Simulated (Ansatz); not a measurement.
## CeO2 (Fm-3m): phonons and vibrational spectra

Wanted: phonon frequencies of CeO2 (Fm-3m) and what follows from them.

Method: DFT PBE+U, scalar-relativistic, plane waves, PAW, in Ansatz 0.2.0.

Experimental background.

For CeO2, cubic fluorite (NIST standard powder, 100 micrometre thin sample, 25 keV beam), “New synchrotron powder diffraction facility for long-duration experiments” (2017, pmc:5294393) gives, by synchrotron X-ray powder diffraction, refinement: lattice constant a (cubic a, average of weekly measurements over 17 weeks) 5.41168 ± 2e-05 Å [Average of repeated refinements on a certified reference powder (certified a = 5.41165 …].

For CeO2, fluorite (strain-free reference powder, 300 K), “Probing individual layers in functional oxide multilayers by wavelength-dependent Raman scattering” (2012, arxiv:1205.3334) gives, by Raman scattering: Raman mode (F2g) about 465 cm⁻¹.

## Step 1: The starting structure

It takes space group Fm-3m (No. 225, cubic). Conventional cell: a = 5.407 Å, b = 5.407 Å, c = 5.407 Å, α = 90.00°, β = 90.00°, γ = 90.00°. Nearest to Ce lie 8 O at 2.34 Å. Nearest to O lie 4 Ce at 2.34 Å. Farther neighbours and most contacts between anions are not listed.

## Step 2: Bringing the structure to rest, k-mesh 6×6×6

Harmonic phonons are second derivatives at a point where the forces vanish, and they are wanted at zero stress, so atoms and cell are relaxed first.

File input.yaml:

```yaml
crystal:
  lattice:
    - [0.0, 2.70365, 2.70365]
    - [2.70365, 0.0, 2.70365]
    - [2.70365, 2.70365, 0.0]
  atoms:
    - { symbol: Ce, position: [0.0, 0.0, 0.0] }
    - { symbol: O, position: [0.25, 0.25, 0.25] }
    - { symbol: O, position: [0.75, 0.75, 0.75] }
kpoints:
  mp_grid: { grid: [6, 6, 6] }
hamiltonian:
  xc: pbe
  hubbard: { sites: [{ species: Ce, l: f, u_eff: 5.0 }] }
scf:
  occupations: { method: gaussian, width: 0.02 }
output:
  forces: true
  stress: true
  eigenvalues: true
  write_density: true
  write_potential: true
  elf: true
  volumetric_format: npy
relax:
  adjacent_minimum: "off"
  f_tol: 0.005
  max_steps: 80
  cell: { stress_tol: 0.05 }
```

The run is started by

```
ansatz run input.yaml --threads 4 --pin off --max-ram 14336MiB --backend cpu --events-out ev --progress --plain --runs-dir out
```

Numbers of over 12 decimals in the logs are rounded to 6 here.

The log of the run:

```text
Ce: projections on atomic orbitals take those of the free atom [Kr 4d10] 4f1 5s2 5p6 5d1 6s2, of charge +0.00 (hamiltonian.pseudopotentials.projection_atoms); the dataset's partial waves leave at most 1.4e-5 of an orbital's norm unspanned inside its sphere
O: projections on atomic orbitals take those of the free atom [He] 2s2 2p4, of charge +0.00 (hamiltonian.pseudopotentials.projection_atoms); the dataset's partial waves leave at most 1.9e-8 of an orbital's norm unspanned inside its sphere
band count auto-derived: 22, from the close of a first SCF at 16 (N_el = 24.0; filled up to band 12; 16 by the electrons, moments and atoms)
Engine: ansatz 0.2.0, aarch64-unknown-linux-gnu
Pseudopotentials: kind: paw
Pseudopotential: Ce, paw, valence charge 12, recommended cutoff 420 eV (normal), Ce.paw.azcp
Pseudopotential: O, paw, valence charge 6, recommended cutoff 420 eV (normal), O.paw.azcp
Functional definition: PBE
  parameter kappa = 0.804
  parameter beta = 0.066725
  exchange = pbe_x(kappa = kappa, mu = beta*pi^2/3)
  correlation = pbe_c(beta = beta)
Crystal: 3 atoms, lattice volume = 39.526 Å³
Basis set: ecut = 420 eV, 749 PW (Γ), exchange–correlation on 54×54×54 points (8 copies of the dense FFT grid, shifted against one another)
Bands: 16, of which v1, the nominal top of the filled ones, is band 12 counted from 1 (11 counted from 0)
Symmetry: 48 space group operations
Space group: Fm-3m (ITA 225), of the structure as read, at distance tolerance 3.4e-5 Å
k-points: 16 of 216
Non-local potential: Ce, projectors of the file, l = 0: 3, l = 1: 2, l = 2: 2, l = 3: 3
Non-local potential: O, projectors of the file, l = 0: 2, l = 1: 2, l = 2: 1
PAW form: soft (Blöchl's): semilocal exchange-correlation on the pseudo side does not see the compensation charge
PAW one-centre angular grid: Ce, 590 points (default); XC on 64 Gauss nodes
PAW one-centre angular grid: O, 110 points (default); XC on 64 Gauss nodes
Initial density: superposition of atomic densities (chi_scale 0.1, normalization cell, long waves kept (reshape's long-wave potential 0.00 eV rms))
Initial wavefunctions: pseudopotential atomic-orbital guess
Functional: x = pbe(κ = 0.804, μ = 0.219515), c = pbe(β = 0.066725)
SCF iter   1: F=—  HF=-7718.107846 eV  |F-HF|=—  |Δ(HF+E_count)|=         —  Δρ=2.20e-1  dr2=1.15e1  ethr=3.10e-3  ⟨swp⟩=4.9  Hψ=1204  notcnv=0
preconditioner: auto → none  [insulator: Δε(μ)=5.930 eV  Ē_g=15.368 eV  σ=0.020 eV  W_gap=1.00  n_scr=14 (ndim 8)  ℏωp=27.7 eV  f_vac=0.002  D(μ)=0.00/eV (n_scr^D=0)  ε∞_Penn≈4.2]
SCF iter   2: F=—  HF=-7717.202675 eV  |F-HF|=—  |Δ(HF+E_count)|=   9.05e-1  Δρ=3.49e-1  dr2=5.82e1  ethr=3.10e-3  ⟨swp⟩=6.0  Hψ=997  notcnv=0  recentre
SCF iter   3: F=—  HF=-7715.966732 eV  |F-HF|=—  |Δ(HF+E_count)|=    1.24e0  Δρ=1.56e-1  dr2=6.34e0  ethr=3.10e-3  ⟨swp⟩=6.0  Hψ=1159  notcnv=0  defer=1
SCF iter   4: F=—  HF=-7714.529859 eV  |F-HF|=—  |Δ(HF+E_count)|=    1.44e0  Δρ=1.06e-1  dr2=2.24e0  ethr=3.10e-3  ⟨swp⟩=5.0  Hψ=835  notcnv=0  defer=3
SCF iter   5: F=—  HF=-7713.852048 eV  |F-HF|=—  |Δ(HF+E_count)|=   6.78e-1  Δρ=3.28e-2  dr2=8.82e-2  ethr=3.10e-3  ⟨swp⟩=4.6  Hψ=709  notcnv=0
SCF iter   6: F=—  HF=-7713.892450 eV  |F-HF|=—  |Δ(HF+E_count)|=   4.04e-2  Δρ=3.29e-2  dr2=4.24e-1  ethr=3.68e-4  ⟨swp⟩=4.9  Hψ=711  notcnv=0  defer=2  recentre
SCF iter   7: F=—  HF=-7713.842344 eV  |F-HF|=—  |Δ(HF+E_count)|=   5.01e-2  Δρ=5.22e-3  dr2=4.54e-3  ethr=3.68e-4  ⟨swp⟩=4.6  Hψ=654  notcnv=0
SCF iter   8: F=—  HF=-7713.842032 eV  |F-HF|=—  |Δ(HF+E_count)|=   3.13e-4  Δρ=1.32e-3  dr2=6.53e-4  ethr=1.89e-5  ⟨swp⟩=3.5  Hψ=597  notcnv=0
SCF iter   9: F=—  HF=-7713.841913 eV  |F-HF|=—  |Δ(HF+E_count)|=   1.18e-4  Δρ=2.20e-4  dr2=1.82e-5  ethr=2.72e-6  ⟨swp⟩=2.1  Hψ=377  notcnv=0
SCF iter  10: F=—  HF=-7713.841914 eV  |F-HF|=—  |Δ(HF+E_count)|=   2.72e-7  Δρ=5.93e-5  dr2=1.95e-6  ethr=7.59e-8  ⟨swp⟩=2.2  Hψ=444  notcnv=0
SCF iter  11: F=—  HF=-7713.841914 eV  |F-HF|=—  |Δ(HF+E_count)|=   1.08e-7  Δρ=4.89e-5  dr2=8.96e-7  ethr=8.11e-9  ⟨swp⟩=1.9  Hψ=308  notcnv=0
SCF iter  12: F=-7713.841913 eV  HF=-7713.841913 eV  |F-HF|=4.86e-10  |Δ(HF+E_count)|=   1.58e-7  Δρ=1.39e-6  dr2=7.51e-10  ethr=4.17e-10  ⟨swp⟩=7.9  Hψ=1805  notcnv=0
SCF 1, on 16 bands, converged in 12 iterations: F = -7713.841913 eV; the run's SCF on all bands comes behind
  greatest PAW one-centre occupation: 0.993 electrons in one spin orbital (limit 2), on the Ce atom at site 0 (counted from 0), in its partial waves of l = 0
Bands: 22, of which v1, the nominal top of the filled ones, is band 12 counted from 1 (11 counted from 0)
Initial density: handed on by an earlier stage of this run
iter 1 solved again at ethr=5.86e-8 eV; its pass at ethr=3.10e-3 eV (dr2=1.41e-5 eV) is discarded
SCF iter   1: F=—  HF=-7713.841913 eV  |F-HF|=—  |Δ(HF+E_count)|=         —  Δρ=1.89e-6  dr2=1.20e-9  ethr=5.86e-8  ⟨swp⟩=3.8  Hψ=2696  notcnv=0
eigensolver tolerance schedule: the retry pair's looser diagonalisation over-reported the residual by 11715.24 of it (diagonalisation noise at 0.28 of the residual, at the tolerance the schedule requests for it); recorded, not acted on — ethr = c·dr2/N_el stays at c = 1.0e-1
preconditioner: auto → none  [insulator: Δε(μ)=2.532 eV  Ē_g=12.244 eV  σ=0.020 eV  W_gap=1.00  n_scr=14 (ndim 8)  ℏωp=27.7 eV  f_vac=0.037  D(μ)=0.00/eV (n_scr^D=0)  ε∞_Penn≈6.1]
SCF iter   2: F=-7713.841913 eV  HF=-7713.841913 eV  |F-HF|=6.20e-9  |Δ(HF+E_count)|=   1.47e-9  Δρ=3.94e-6  dr2=6.52e-9  ethr=5.00e-12  ⟨swp⟩=10.7  Hψ=2120  notcnv=0
SCF 2 converged in 2 iterations: F = -7713.841913 eV  dr2 = 6.52e-9
relax step   1: F+E_penalty+E_count = -7713.84191345 eV  Δ(F+E_penalty+E_count) = +0.000e0 eV  max|allowed force component| = 1.542e-17 eV/Å  Δτ_max = 0.0000 Å  P = +6.989 GPa  Ω = 39.526 Å³  (14 SCF iters, dr2 threshold 1.00e-7 eV, accepted)
Crystal: 3 atoms, lattice volume = 42.030 Å³
Basis set: ecut = 420 eV, 869 PW (Γ), exchange–correlation on 54×54×54 points (8 copies of the dense FFT grid, shifted against one another)
Initial wavefunctions: those handed on with the density
iter 1 solved again at ethr=6.12e-4 eV; its pass at ethr=3.10e-3 eV (dr2=1.47e-1 eV) is discarded
SCF iter   1: F=—  HF=-7713.862744 eV  |F-HF|=—  |Δ(HF+E_count)|=         —  Δρ=1.93e-2  dr2=1.49e-1  ethr=6.12e-4  ⟨swp⟩=1.1  Hψ=2182  notcnv=0
preconditioner: auto → none  [insulator: Δε(μ)=2.025 eV  Ē_g=11.713 eV  σ=0.020 eV  W_gap=1.00  n_scr=14 (ndim 8)  ℏωp=26.9 eV  f_vac=0.055  D(μ)=0.00/eV (n_scr^D=0)  ε∞_Penn≈6.3]
[...]
SCF iter   7: F=—  HF=-7713.844927 eV  |F-HF|=—  |Δ(HF+E_count)|=   1.75e-6  Δρ=2.44e-5  dr2=1.68e-7  ethr=1.25e-9  ⟨swp⟩=12.4  Hψ=3072  notcnv=0
SCF iter   8: F=-7713.844927 eV  HF=-7713.844927 eV  |F-HF|=6.41e-8  |Δ(HF+E_count)|=   6.45e-8  Δρ=1.83e-5  dr2=8.83e-8  ethr=6.98e-10  ⟨swp⟩=7.6  Hψ=2402  notcnv=0
SCF 3 converged in 8 iterations: F = -7713.844927 eV  dr2 = 8.83e-8
  greatest PAW one-centre occupation: 0.992 electrons in one spin orbital (limit 2), on the Ce atom at site 0 (counted from 0), in its partial waves of l = 0
relax step   2: F+E_penalty+E_count = -7713.84492728 eV  Δ(F+E_penalty+E_count) = -3.014e-3 eV  max|allowed force component| = 2.930e-17 eV/Å  Δτ_max = 0.0000 Å  P = -4.891 GPa  Ω = 42.030 Å³  energy of the carried Pulay correction = -8.673e-3 eV  (8 SCF iters, dr2 threshold 3.00e-7 eV, accepted)
Crystal: 3 atoms, lattice volume = 40.961 Å³
Basis set: ecut = 420 eV, 821 PW (Γ), exchange–correlation on 54×54×54 points (8 copies of the dense FFT grid, shifted against one another)
iter 1 solved again at ethr=7.85e-5 eV; its pass at ethr=3.10e-3 eV (dr2=1.88e-2 eV) is discarded
SCF iter   1: F=—  HF=-7713.868750 eV  |F-HF|=—  |Δ(HF+E_count)|=         —  Δρ=7.10e-3  dr2=1.89e-2  ethr=7.85e-5  ⟨swp⟩=1.1  Hψ=2111  notcnv=0
preconditioner: auto → none  [insulator: Δε(μ)=2.487 eV  Ē_g=12.108 eV  σ=0.020 eV  W_gap=1.00  n_scr=14 (ndim 8)  ℏωp=27.2 eV  f_vac=0.035  D(μ)=0.00/eV (n_scr^D=0)  ε∞_Penn≈6.1]
SCF iter   2: F=—  HF=-7713.879853 eV  |F-HF|=—  |Δ(HF+E_count)|=   1.11e-2  Δρ=1.47e-2  dr2=1.05e-1  ethr=7.85e-5  ⟨swp⟩=3.0  Hψ=844  notcnv=0  recentre
SCF iter   3: F=—  HF=-7713.866095 eV  |F-HF|=—  |Δ(HF+E_count)|=   1.38e-2  Δρ=1.64e-3  dr2=7.53e-4  ethr=7.85e-5  ⟨swp⟩=3.2  Hψ=776  notcnv=0
SCF iter   4: F=—  HF=-7713.866079 eV  |F-HF|=—  |Δ(HF+E_count)|=   1.59e-5  Δρ=4.13e-4  dr2=8.78e-5  ethr=3.14e-6  ⟨swp⟩=2.5  Hψ=590  notcnv=0
SCF iter   5: F=—  HF=-7713.866066 eV  |F-HF|=—  |Δ(HF+E_count)|=   1.28e-5  Δρ=2.22e-4  dr2=2.07e-5  ethr=3.66e-7  ⟨swp⟩=1.4  Hψ=374  notcnv=0
SCF iter   6: F=-7713.866065 eV  HF=-7713.866065 eV  |F-HF|=1.49e-7  |Δ(HF+E_count)|=   1.15e-6  Δρ=1.89e-5  dr2=2.07e-7  ethr=1.25e-9  ⟨swp⟩=9.4  Hψ=2622  notcnv=0
SCF 4 converged in 6 iterations: F = -7713.866065 eV  dr2 = 2.07e-7
relax step   3: F+E_penalty+E_count = -7713.86606489 eV  Δ(F+E_penalty+E_count) = -2.114e-2 eV  max|allowed force component| = 2.621e-17 eV/Å  Δτ_max = 0.0000 Å  P = -0.261 GPa  Ω = 40.961 Å³  energy of the carried Pulay correction = -5.039e-3 eV  (6 SCF iters, dr2 threshold 3.00e-7 eV, accepted)
[...]
relax step   4: F+E_penalty+E_count = -7713.86631305 eV  Δ(F+E_penalty+E_count) = -2.482e-4 eV  max|allowed force component| = 7.556e-17 eV/Å  Δτ_max = 0.0000 Å  P = +0.012 GPa  Ω = 40.903 Å³  energy of the carried Pulay correction = -4.836e-3 eV  (4 SCF iters, dr2 threshold 1.71e-7 eV, accepted)
[...]
relax step   5: F+E_penalty+E_count = -7713.87159302 eV  Δ(F+E_penalty+E_count) = -5.280e-3 eV  max|allowed force component| = 8.943e-17 eV/Å  Δτ_max = 0.0000 Å  P = +0.249 GPa  Ω = 40.903 Å³  stress off target by 2.49e-1 GPa  SCF on the basis re-selected at this cell (its energy is not comparable with the rows above)  (7 SCF iters)
[...]
relax step   6: F+E_penalty+E_count = -7713.87144524 eV  Δ(F+E_penalty+E_count) = +1.478e-4 eV  max|allowed force component| = 8.172e-17 eV/Å  Δτ_max = 0.0000 Å  P = +0.008 GPa  Ω = 40.956 Å³  energy of the carried Pulay correction = -1.904e-4 eV  (4 SCF iters, dr2 threshold 1.55e-7 eV, accepted)
iter 1 solved again at ethr=6.01e-8 eV; its pass at ethr=3.10e-3 eV (dr2=1.44e-5 eV) is discarded
SCF iter   1: F=—  HF=-7713.871448 eV  |F-HF|=—  |Δ(HF+E_count)|=         —  Δρ=8.48e-6  dr2=1.30e-8  ethr=6.01e-8  ⟨swp⟩=4.0  Hψ=2771  notcnv=0
preconditioner: auto → none  [insulator: Δε(μ)=2.389 eV  Ē_g=12.036 eV  σ=0.020 eV  W_gap=1.00  n_scr=14 (ndim 8)  ℏωp=27.2 eV  f_vac=0.039  D(μ)=0.00/eV (n_scr^D=0)  ε∞_Penn≈6.1]
SCF iter   2: F=—  HF=-7713.871445 eV  |F-HF|=—  |Δ(HF+E_count)|=   3.24e-6  Δρ=6.02e-6  dr2=8.76e-9  ethr=5.41e-11  ⟨swp⟩=2.7  Hψ=577  notcnv=0
SCF iter   3: F=—  HF=-7713.871445 eV  |F-HF|=—  |Δ(HF+E_count)|=   5.65e-9  Δρ=8.80e-6  dr2=3.91e-8  ethr=3.65e-11  ⟨swp⟩=2.1  Hψ=511  notcnv=0  recentre
SCF iter   4: F=—  HF=-7713.871445 eV  |F-HF|=—  |Δ(HF+E_count)|=   5.44e-9  Δρ=1.28e-6  dr2=3.10e-10  ethr=3.65e-11  ⟨swp⟩=2.2  Hψ=491  notcnv=0
SCF iter   5: F=-7713.871445 eV  HF=-7713.871445 eV  |F-HF|=2.36e-11  |Δ(HF+E_count)|=  2.47e-10  Δρ=1.43e-7  dr2=8.86e-12  ethr=1.00e-12  ⟨swp⟩=5.2  Hψ=1630  notcnv=0
SCF 8 converged in 5 iterations: F = -7713.871445 eV  dr2 = 8.86e-12
relax step   7: F+E_penalty+E_count = -7713.87144524 eV  Δ(F+E_penalty+E_count) = -3.161e-9 eV  max|allowed force component| = 9.098e-17 eV/Å  Δτ_max = 0.0000 Å  P = +0.011 GPa  Ω = 40.956 Å³  stress off target by 1.07e-2 GPa  SCF on the basis re-selected at this cell (its energy is not comparable with the rows above)  (5 SCF iters)
basis re-selected at this cell: Δ(F+E_penalty+E_count) = -3.161e-9 eV, ΔP = +0.003 GPa vs the last step (what re-selecting the basis moved, of the pressure what is left beyond the Pulay correction that the steps carried, after the strain that the cell walked since its last selection, with what the two solves' SCF thresholds leave and, on support functions, any second-order correction that the steps lacked; it is no m [...]
SCF converged after 5 iterations
Free energy (F): -7713.871445 eV
Harris-Foulkes:  -7713.871445 eV  (|F-HF|=2.36e-11)
Internal energy: -7713.871445 eV  (E = F + TS)
E sigma→0 (E₀):  -7713.871445 eV
Fermi energy:    12.071292 eV
--- Per-component energies (eV) ---
  E_band       = 17.578719
  E_kinetic    = 745.111506
  E_local      = -938.057759  (includes V_loc(G=0)·N_el)
  E_nonlocal   = 18.312265
  E_hartree    = 333.201474
  E_xc         = -382.939239
  E_vxc        = -451.393276  (∫ρ·V_xc dr)
  E_hubbard    = 1.663060  (on-site DFT+U / exact-exchange correction)
  E_vhub       = 1.523905  (the Hubbard potential's part of the band-sum identity)
  E_paw        = -5780.934597  (= ΣΔE_a)
  E_vpaw       = -24.325762  (= ΣTr[D̂ρ^β])
  E_aug_tail   = 0.004845  (compensation charges beyond the density's cutoff)
  E_ewald      = -1710.233000
  E_smearing   = -0.000000  (= −TS)
  E_closure    = 0.000000  (closes the sum)
  Σ components = -7713.871445   (vs F -7713.871445, Δ=0.00e0)
--- Forces (eV/Å), atoms counted from 1 ---
  atom   1  Ce    -0.00000000     0.00000000    -0.00000000
  atom   2  O      0.00000000     0.00000000     0.00000000
  atom   3  O     -0.00000000    -0.00000000    -0.00000000
  max |Σ_I F_I| component: 2.78e-17 eV/Å
--- Stress (GPa, compression-positive) ---
        0.010721      -0.000000      -0.000000
       -0.000000       0.010721       0.000000
       -0.000000       0.000000       0.010721
  P = ⅓ Tr σ = 0.0107 GPa (0.107 kbar)
--- Band table (eV; the first three rows and the last of 16) ---
  k-point 0: bands = [... 8 lower, 7.1317, 10.5877, 10.5877, 10.5877, 13.2930, 13.6787, 13.6787, 13.6787, ... 6 higher]
  k-point 1: bands = [... 8 lower, 7.7797, 10.2952, 10.4343, 10.4343, 13.3266, 13.6458, 13.6458, 13.6805, ... 6 higher]
  k-point 2: bands = [... 8 lower, 9.0422, 9.8914, 10.2680, 10.2680, 13.3763, 13.5520, 13.5520, 13.5931, ... 6 higher]
  k-point 15: bands = [... 8 lower, 9.8067, 10.0159, 10.2387, 10.4355, 13.3793, 13.4612, 13.5007, 13.6031, ... 6 higher]
Occupation matrices written to <dir>
--- Relaxed structure (5 steps of the walk, 5 accepted, 2 SCFs on fresh bases) ---
  F+E_penalty+E_count = -7713.87144524 eV   max|allowed force component| = 9.098e-17 eV/Å   (the final SCF, on the basis selected at the relaxed cell)
  cell:  # Å, volume = 40.9560 Å³
    - [0, 2.735873, 2.735873]
    - [2.735873, 0, 2.735873]
    - [2.735873, 2.735873, 0]
  atoms:
    - { symbol: Ce, position: [0, 0, 0] }
    - { symbol: O, position: [0.25, 0.25, 0.25] }
    - { symbol: O, position: [0.75, 0.75, 0.75] }
```

Run time: 4.6 s. Hardware: 4 threads of Arm Neoverse V1, shared host; peak memory 0.34 GiB; 14 s of CPU time.

Step by step:

```csv
step,energy less that of the first step (eV),largest force component (eV/Å),pressure (GPa),volume (Å³)
1,0.0000,0.0000,6.99,39.53
2,-0.0030,0.0000,-4.89,42.03
3,-0.0242,0.0000,-0.26,40.96
4,-0.0244,0.0000,0.01,40.90
5*,-0.0297,0.0000,0.25,40.90
6,-0.0295,0.0000,0.01,40.96
7*,-0.0295,0.0000,0.01,40.96
```

Relaxation steps marked * repeat the geometry before them on a plane-wave basis chosen anew for their cell, so energy and pressure can jump there.

Forces are held to the 48 operations that the run works with; a distortion that breaks them can't arise in this run.

```csv
"conventional cell, symmetrised",before,after,change
a (Å),5.407,5.472,+1.2 %
b (Å),5.407,5.472,+1.2 %
c (Å),5.407,5.472,+1.2 %
volume (Å³/atom),13.18,13.65,+3.6 %
```

The relaxed structure:

```
Ce O
1.0
     0.00000    2.73587    2.73587
     2.73587    0.00000    2.73587
     2.73587    2.73587    0.00000
Ce O
1 2
Direct
  0.00000 0.00000 0.00000
  0.25000 0.25000 0.25000
  0.75000 0.75000 0.75000
```

This step gave:

```
pressure           : 0.01072 GPa
gap on the k-mesh  : 2.389 eV
volume per atom    : 13.65 Å³
direct gap on mesh : 2.502 eV
```

Electrostatic potential energy in the ac plane of a cell with a along [110], b along [-110] and c along [001] of the cube at fractional y = 0.000, with atoms of Ce and O within 0.2 Å of it. With pseudopotentials it is smooth inside the atoms' cores, unlike the true potential.

Ten even steps from '0' (-48 eV) to '9' (16 eV), each cell a mean:
```
0047999862000479998620
2368988974223689889742
6788534787667885347876
8998412699889984126998
9999534899999995348999
9999988999999999889999
9999999999999999999999
9999999999999999999999
9999999999999999999999
9999756999999997569999
9999412799999994127999
7898412698878984126988
4578756886445787568864
0258999963102589999631
0047999851000479998510
```
Columns run along a (7.7 Å; values clipped at the 3rd and 97th percentile), rows up along c (5.5 Å), edges of the conventional cell, whose origin can differ from the input's. Atoms in or near the plane, at fractional coordinates: Ce at (0.00, 0.00), Ce at (0.50, 0.00), O at (0.25, 0.25), O at (0.75, 0.25), O at (0.25, 0.75), O at (0.75, 0.75).

ELF in the ac plane of a cell with a along [110], b along [-110] and c along [001] of the cube at fractional y = 0.000, with atoms of Ce and O within 0.2 Å of it. It is the smooth field of the valence electrons, not physical close to the nuclei.

Ten even steps from '0' (0.01) to '9' (0.86), each cell a mean:
```
4993232269649932322696
9963687448999636874489
8526988744785269887447
1138856851111388568511
0038988961000389889610
0026888741000268887410
0002333210000023332100
0000111100000001111000
0013566420000135664200
0037999851000379998510
0038867961000388679610
4227867841342278678413
9845899636998458996369
8973465359989734653599
1794111179417941111794
```
Columns run along a (7.7 Å), rows up along c (5.5 Å), edges of the conventional cell, whose origin can differ from the input's. Atoms in or near the plane, at fractional coordinates: Ce at (0.00, 0.00), Ce at (0.50, 0.00), O at (0.25, 0.25), O at (0.75, 0.25), O at (0.25, 0.75), O at (0.75, 0.75).

Valence density in the ac plane of a cell with a along [110], b along [-110] and c along [001] of the cube at fractional y = 0.000, with atoms of Ce and O within 0.2 Å of it. It is the smooth field of the valence electrons, not physical close to the nuclei.

Ten even steps from '_' (-3.3 e/Å³) to '@' (7.0 e/Å³), each cell a mean:
```
::++==----------==++--::++==----------==++--
++====----====----==++++====----====----==++
==------++##**==------==------++##**==------
------==**@@%%++------------==**@@%%++------
--------++##**==--------------++##**==------
----------====------------------====--------
--------------------------------------------
--------------------------------------------
--------------------------------------------
--------==++++----------------==++++--------
--------**@@%%==--------------**@@%%==------
------==**@@%%==------------==**@@%%==------
====----==++++==----======----==++++==----==
==++==------------==++==++==------------==++
__====----------==++::__====----------==++::
```
Columns run along a (7.7 Å), rows up along c (5.5 Å), edges of the conventional cell, whose origin can differ from the input's. Atoms in or near the plane, at fractional coordinates: Ce at (0.00, 0.00), Ce at (0.50, 0.00), O at (0.25, 0.25), O at (0.75, 0.25), O at (0.25, 0.75), O at (0.75, 0.75).

In this step the volume went from 13.18 to 13.65 Å³/atom.

(Part 1 of 3 ends here.)

[Logs are printed without paths, hosts, clocks, repeated set-up lines and the standing remarks that a program may print on its own settings, such as how far it seeks lower states.]

[Hosts, paths, dates, database ids (printed as entryN), source tags and the programs' standing remarks are cut or masked in the printed files.]
